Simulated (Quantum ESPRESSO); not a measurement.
# YCo2Ge2: spin-resolved density of states

Where do the states of the two spins of YCo2Ge2 lie?

Calculated with Quantum ESPRESSO 7.5; LDA; plane waves with GBRV 1.5 LDA potentials, no spin-orbit coupling.

## (1) Starting point

It takes space group I4/mmm (No. 139, tetragonal). The conventional cell has a = 3.970 Å, b = 3.970 Å, c = 10.060 Å, α = 90.00°, β = 90.00°, γ = 90.00°. Nearest to Y lie 8 Ge at 3.09 Å and 8 Co at 3.20 Å. Co has 4 Ge at 2.33 Å and 4 Co at 2.81 Å and 4 Y at 3.20 Å nearest. Nearest to Ge lie 4 Co at 2.33 Å and 1 Ge at 2.59 Å and 4 Y at 3.09 Å. Farther neighbours are not listed.

The cell comes from Materials Project 2023-11-01, a database of computed structures, and need not be the stable phase.

## (2) The magnetic state

This state came out lowest in a comparison of starts that is told elsewhere.

pw.in

```
&CONTROL
  calculation = 'scf'
  prefix = 'pwscf'
  outdir = './tmp'
  pseudo_dir = './pseudo'
  disk_io = 'low'
/
&SYSTEM
  ibrav = 0
  celldm(1) = 8
  nat = 10
  ntyp = 4
  ecutwfc = 40
  ecutrho = 280
  nbnd = 94
  occupations = 'smearing'
  smearing = 'fd'
  degauss = 0.00734986
  nspin = 2
  starting_magnetization(1) = 0
  starting_magnetization(2) = 0.1176
  starting_magnetization(3) = -0.1176
  starting_magnetization(4) = 0
/
&ELECTRONS
  conv_thr = 2d-08
  electron_maxstep = 150
  mixing_beta = 0.3
/
ATOMIC_SPECIES
Y      88.9058 y_lda_v1.4.uspp.F.UPF
Co1    58.9332 co_lda_v1.2.uspp.F.UPF
Co2    58.9332 co_lda_v1.2.uspp.F.UPF
Ge     72.6300 ge_lda_v1.4.uspp.F.UPF
CELL_PARAMETERS alat
  -0.9377765893455    0.9377765893455    2.3763306017169
   0.0000000000000    0.0000000000000    2.3763306017169
   0.0000000000000    0.9377765893455    0.0000000000000
ATOMIC_POSITIONS crystal
Y       0.0000000000    0.0000000000    0.0000000000
Y       0.5000000000    0.0000000000    0.0000000000
Co1     0.0000000000    0.2500000000    0.5000000000
Co2     0.5000000000    0.2500000000    0.5000000000
Co1     0.5000000000    0.7500000000    0.5000000000
Co2     0.0000000000    0.7500000000    0.5000000000
Ge      0.0000000000    0.6288805400    0.0000000000
Ge      0.5000000000    0.6288805400    0.0000000000
Ge      0.0000000000    0.3711194600    0.0000000000
Ge      0.5000000000    0.3711194600    0.0000000000
K_POINTS automatic
5 10 10 0 0 0
```

Run with:

```
OMP_NUM_THREADS=1 mpirun -n 4 pw.x -nk 4 -in pw.in > pw.out
```

Log:

```text
Program PWSCF v.7.5 starts

     Message from routine setup:
     using ibrav=0 with symmetry is DISCOURAGED, use correct ibrav instead

     K-points division:     npool     =       4
     Subspace diagonalization in iterative solution of the eigenvalue problem:

     bravais-lattice index     =            0
     lattice parameter (alat)  =       8.0000  a.u.
     unit-cell volume          =    1069.9798 (a.u.)^3
     number of atoms/cell      =           10
     number of atomic types    =            4
     number of electrons       =       146.00
     number of Kohn-Sham states=           94
     kinetic-energy cutoff     =      40.0000  Ry
     charge density cutoff     =     280.0000  Ry
     scf convergence threshold =      2.0E-08
     mixing beta               =       0.3000
     number of iterations used =            8  plain     mixing
     Exchange-correlation=  SLA  PZ   NOGX NOGC
                           (   1   1   0   0   0   0   0)

     celldm(1)=   8.000000  celldm(2)=   0.000000  celldm(3)=   0.000000
     celldm(4)=   0.000000  celldm(5)=   0.000000  celldm(6)=   0.000000

     crystal axes: (cart. coord. in units of alat)
               a(1) = (  -0.937777   0.937777   2.376331 )
               a(2) = (   0.000000   0.000000   2.376331 )
               a(3) = (   0.000000   0.937777   0.000000 )

     reciprocal axes: (cart. coord. in units 2 pi/alat)
               b(1) = ( -1.066352  0.000000  0.000000 )
               b(2) = (  1.066352 -0.000000  0.420817 )
               b(3) = (  1.066352  1.066352 -0.000000 )

     PseudoPot. # 1 for Y  read from file:
     y_lda_v1.4.uspp.F.UPF
     Pseudo is Ultrasoft + core correction, Zval = 11.0

     PseudoPot. # 2 for Co read from file:
     co_lda_v1.2.uspp.F.UPF
     Pseudo is Ultrasoft + core correction, Zval = 17.0

     PseudoPot. # 3 for Co read from file:
     co_lda_v1.2.uspp.F.UPF
     Pseudo is Ultrasoft + core correction, Zval = 17.0

     PseudoPot. # 4 for Ge read from file:
     ge_lda_v1.4.uspp.F.UPF
     Pseudo is Ultrasoft + core correction, Zval = 14.0

     atomic species   valence    mass     pseudopotential
     Y                11.00    88.90580     Y ( 1.00)
     Co1              17.00    58.93320     Co( 1.00)
     Co2              17.00    58.93320     Co( 1.00)
     Ge               14.00    72.63000     Ge( 1.00)

     Starting magnetic structure
     atomic species   magnetization
     Y               0.000
     Co1             0.118
     Co2            -0.118
     Ge              0.000

     16 Sym. Ops., with inversion, found ( 8 have fractional translation)

   Cartesian axes

     site n.     atom                  positions (alat units)
         1        Y      tau(   1) = (   0.0000000   0.0000000   0.0000000  )
         2        Y      tau(   2) = (  -0.4688883   0.4688883   1.1881653  )
         3        Co1    tau(   3) = (   0.0000000   0.4688883   0.5940827  )
         4        Co2    tau(   4) = (  -0.4688883   0.9377766   1.7822480  )
         5        Co1    tau(   5) = (  -0.4688883   0.9377766   2.9704133  )
         6        Co2    tau(   6) = (   0.0000000   0.4688883   1.7822480  )
         7        Ge     tau(   7) = (   0.0000000   0.0000000   1.4944281  )
         8        Ge     tau(   8) = (  -0.4688883   0.4688883   2.6825934  )
         9        Ge     tau(   9) = (   0.0000000   0.0000000   0.8819025  )
        10        Ge     tau(  10) = (  -0.4688883   0.4688883   2.0700678  )

     number of k points=    63  Fermi-Dirac smearing, width (Ry)=  0.0073
                       cart. coord. in units 2pi/alat
        k(    1) = (   0.0000000   0.0000000   0.0000000), wk =   0.0020000
        k(    2) = (   0.1066352   0.1066352   0.0000000), wk =   0.0080000
        k(    3) = (   0.2132704   0.2132704   0.0000000), wk =   0.0080000
        k(    4) = (   0.3199056   0.3199056   0.0000000), wk =   0.0080000
        k(    5) = (   0.4265408   0.4265408   0.0000000), wk =   0.0080000
        [... 58 further k-points ...]

     Dense  grid:    84505 G-vectors     FFT dimensions: ( 120, 108,  40)

     Smooth grid:    36585 G-vectors     FFT dimensions: (  90,  80,  32)

     Check: negative core charge=   -0.000020
     Generating pointlists ...
     new r_m :   0.3013 (alat units)  2.4104 (a.u.) for type    1
     new r_m :   0.2269 (alat units)  1.8156 (a.u.) for type    2
     new r_m :   0.2269 (alat units)  1.8156 (a.u.) for type    3
     new r_m :   0.2269 (alat units)  1.8156 (a.u.) for type    4

     Initial potential from superposition of free atoms

     starting charge     141.9896, renormalised to     146.0000
     Starting wfcs are  114 randomized atomic wfcs

     Self-consistent Calculation

     iteration #  1     ecut=    40.00 Ry     beta= 0.30
     Davidson diagonalization with overlap
     ethr =  1.00E-02,  avg # of iterations =  2.2

     total energy              =   -2228.37853821 Ry
     estimated scf accuracy    <      12.36304642 Ry

     total magnetization       =    -0.00 Bohr mag/cell
     absolute magnetization    =     5.91 Bohr mag/cell

     iteration #  2     ecut=    40.00 Ry     beta= 0.30
     Davidson diagonalization with overlap
     ethr =  8.47E-03,  avg # of iterations =  2.8

     total energy              =   -2230.08890429 Ry
     estimated scf accuracy    <      23.38292053 Ry

     total magnetization       =     0.00 Bohr mag/cell
     absolute magnetization    =     0.96 Bohr mag/cell

     [... further iterations left out ...]

     iteration # 18     ecut=    40.00 Ry     beta= 0.30
     Davidson diagonalization with overlap
     ethr =  3.71E-10,  avg # of iterations =  2.0

     total energy              =   -2231.85765707 Ry
     estimated scf accuracy    <       0.00000011 Ry

     total magnetization       =    -0.00 Bohr mag/cell
     absolute magnetization    =     0.00 Bohr mag/cell

     iteration # 19     ecut=    40.00 Ry     beta= 0.30
     Davidson diagonalization with overlap
     ethr =  7.30E-11,  avg # of iterations =  1.9

     Magnetic moment per site  (integrated on atomic sphere of radius R)
     atom   1 (R=0.301)  charge=  8.8932  magn=  0.0000
     atom   2 (R=0.301)  charge=  8.8932  magn=  0.0000
     atom   3 (R=0.227)  charge= 15.3113  magn= -0.0002
     atom   4 (R=0.227)  charge= 15.3113  magn= -0.0004
     atom   5 (R=0.227)  charge= 15.3113  magn= -0.0002
     atom   6 (R=0.227)  charge= 15.3113  magn= -0.0004
     atom   7 (R=0.227)  charge= 11.6396  magn=  0.0000
     atom   8 (R=0.227)  charge= 11.6396  magn=  0.0000
     atom   9 (R=0.227)  charge= 11.6396  magn=  0.0000
     atom  10 (R=0.227)  charge= 11.6396  magn=  0.0000

     End of self-consistent calculation

     Number of k-points >= 100: set verbosity='high' to print the bands.

     the Fermi energy is    14.0325 ev

!    total energy              =   -2231.85765709 Ry
     estimated scf accuracy    <       0.00000002 Ry
     smearing contrib. (-TS)   =      -0.01771677 Ry
     internal energy E=F+TS    =   -2231.83994032 Ry

     The total energy is F=E-TS. E is the sum of the following terms:
     one-electron contribution =   -1395.12495254 Ry
     hartree contribution      =     804.42039266 Ry
     xc contribution           =    -413.32366228 Ry
     ewald contribution        =   -1227.81171816 Ry

     total magnetization       =    -0.00 Bohr mag/cell
     absolute magnetization    =     0.00 Bohr mag/cell

     convergence has been achieved in  19 iterations

=------------------------------------------------------------------------------=
   JOB DONE.
=------------------------------------------------------------------------------=
```

Run time: 16 min. Hardware: 4 MPI ranks of Arm Neoverse V1, shared host; peak memory 1.7 GiB; 63 min of CPU time.

Spin moment in the atom's sphere by atom:

| atom | spin moment in the atom's sphere (μB) |
| --- | --- |
| Y1 | 0.0000 |
| Y2 | 0.0000 |
| Co3 | -0.0002 |
| Co4 | -0.0004 |
| Co5 | -0.0002 |
| Co6 | -0.0004 |
| Ge7 | 0.0000 |
| Ge8 | 0.0000 |
| Ge9 | 0.0000 |
| Ge10 | 0.0000 |

This step gave:

* smearing term TS: 0.2410 eV
* magnetization: 0 μB
* absolute magnetization: 0 μB
* final state: non-magnetic

(Part 1 of 2 ends here.)

[Logs and program files are shortened in this print: banners, set-up blocks, solver, clock and traceback lines can be left out without a mark of their own.]

[Logs are printed without paths, hosts, clocks, repeated set-up lines and the standing remarks that a program may print on its own settings, such as how far it seeks lower states.]

[Hosts, paths, dates, database ids (printed as entryN), source tags and the programs' standing remarks are cut or masked in the printed files.]

[Where a cell is said to come from a database of computed structures, the database is the Materials Project.]
